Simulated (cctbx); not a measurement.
**Interatomic vectors of PrDy4AsPt2**

Space group I4/mcm (no. 140), a = 7.7270 Å, b = 7.7270 Å, c = 13.6680 Å, α = 90.00°, β = 90.00°, γ = 90.00°, content Pt8 Dy16 Pr4 As4.

The data are simulated with cctbx, not measured: synchrotron X-rays, λ = 0.6889 Å, to d = 0.7 Å, 70 % of the full sphere, strongest reflection 20000 counts, noise from counting, a 6 % proportional error and a noise floor of 4 counts (s.d.); no absorption.

Patterson synthesis, origin scaled to 1000:

```text
Patterson group I 4/m m m
      u       v       w   height  length (A)
  0.000   0.000   0.000   1000.0     0.00
  0.000   0.000   0.366    535.3     5.00
  0.000   0.295   0.500    411.9     7.20
  0.000   0.000   0.263    306.6     3.59
  0.000   0.293   0.134    278.4     2.92
  0.207   0.207   0.500    188.3     7.20
  0.208   0.208   0.135    145.2     2.92
  0.152   0.344   0.129    141.2     3.40
  0.000   0.000   0.500    124.4     6.83
  0.144   0.363   0.000    122.2     3.02
  0.000   0.307   0.231    107.5     3.95
  0.138   0.362   0.250     57.8     4.54
  0.196   0.196   0.231     42.7     3.81
  0.036   0.098   0.046     15.5     1.02
```

Q: Assign the vectors.

A peak at u stands for all pairs with xi − xj = u, with weight Σ ZiZj against Σ Z² = 136648 at the origin. Peak heights follow these weights only roughly, since form factors, motion and series ripples differ, all vectors within 0.55 Å of a peak are counted as merged into it though the farther ones add only part of their weight, and F(000) is left out, which lowers the whole map:

| u | v | w | shortest length (Å) | height | 1000 ΣZiZj/ΣZ² | pairs in the cell |
| --- | --- | --- | --- | --- | --- | --- |
| 0.000 | 0.000 | 0.366 | 5.00 | 535 | 603 | 16 × Pt–Dy |
| 0.000 | 0.295 | 0.500 | 4.18 | 412 | 433 | 8 × Dy–Dy, 4 × Pt–Pt |
| 0.000 | 0.000 | 0.263 | 3.59 | 307 | 369 | 8 × Dy–Dy, 8 × Pr–As |
| 0.000 | 0.293 | 0.134 | 2.91 | 278 | 301 | 8 × Pt–Dy |
| 0.207 | 0.207 | 0.500 | 3.20 | 188 | 217 | 4 × Dy–Dy, 2 × Pt–Pt |
| 0.208 | 0.208 | 0.135 | 2.93 | 145 | 151 | 4 × Pt–Dy |
| 0.152 | 0.344 | 0.129 | 3.40 | 141 | 178 | 4 × Dy–Pr, 4 × Dy–As |
| 0.000 | 0.000 | 0.500 | 5.46 | 124 | 134 | 4 × Pr–Pr, 4 × As–As |
| 0.144 | 0.363 | 0.000 | 3.02 | 122 | 135 | 4 × Pt–Pr |
| 0.000 | 0.307 | 0.231 | 3.95 | 108 | 128 | 4 × Dy–Dy |

The table stops at ten peaks or at a height of 45, below which ripples compete. In the model behind the data Pt, the heaviest element, has 1 independent site: (0.1401, 0.3599, 0), up to an allowed shift of origin; the Pt–Pt vectors are differences of these positions and their symmetry mates. The whole model:

```
atom  mult.       x       y       z  Ueq (Å²)
 Pt1      8  0.1401  0.3599       0    0.0077
 Dy1     16  0.6528  0.8472  0.1339    0.0092
 Pr1      4     1/2     1/2       0    0.0084
 As1      4     1/2     1/2     1/4    0.0082
```

The model was made for the exercise: a known structure type with other elements put in, its volume estimated, not relaxed; displacement parameters are assumed.

[Logs are printed without paths, hosts, clocks, repeated set-up lines and the standing remarks that a program may print on its own settings, such as how far it seeks lower states.]
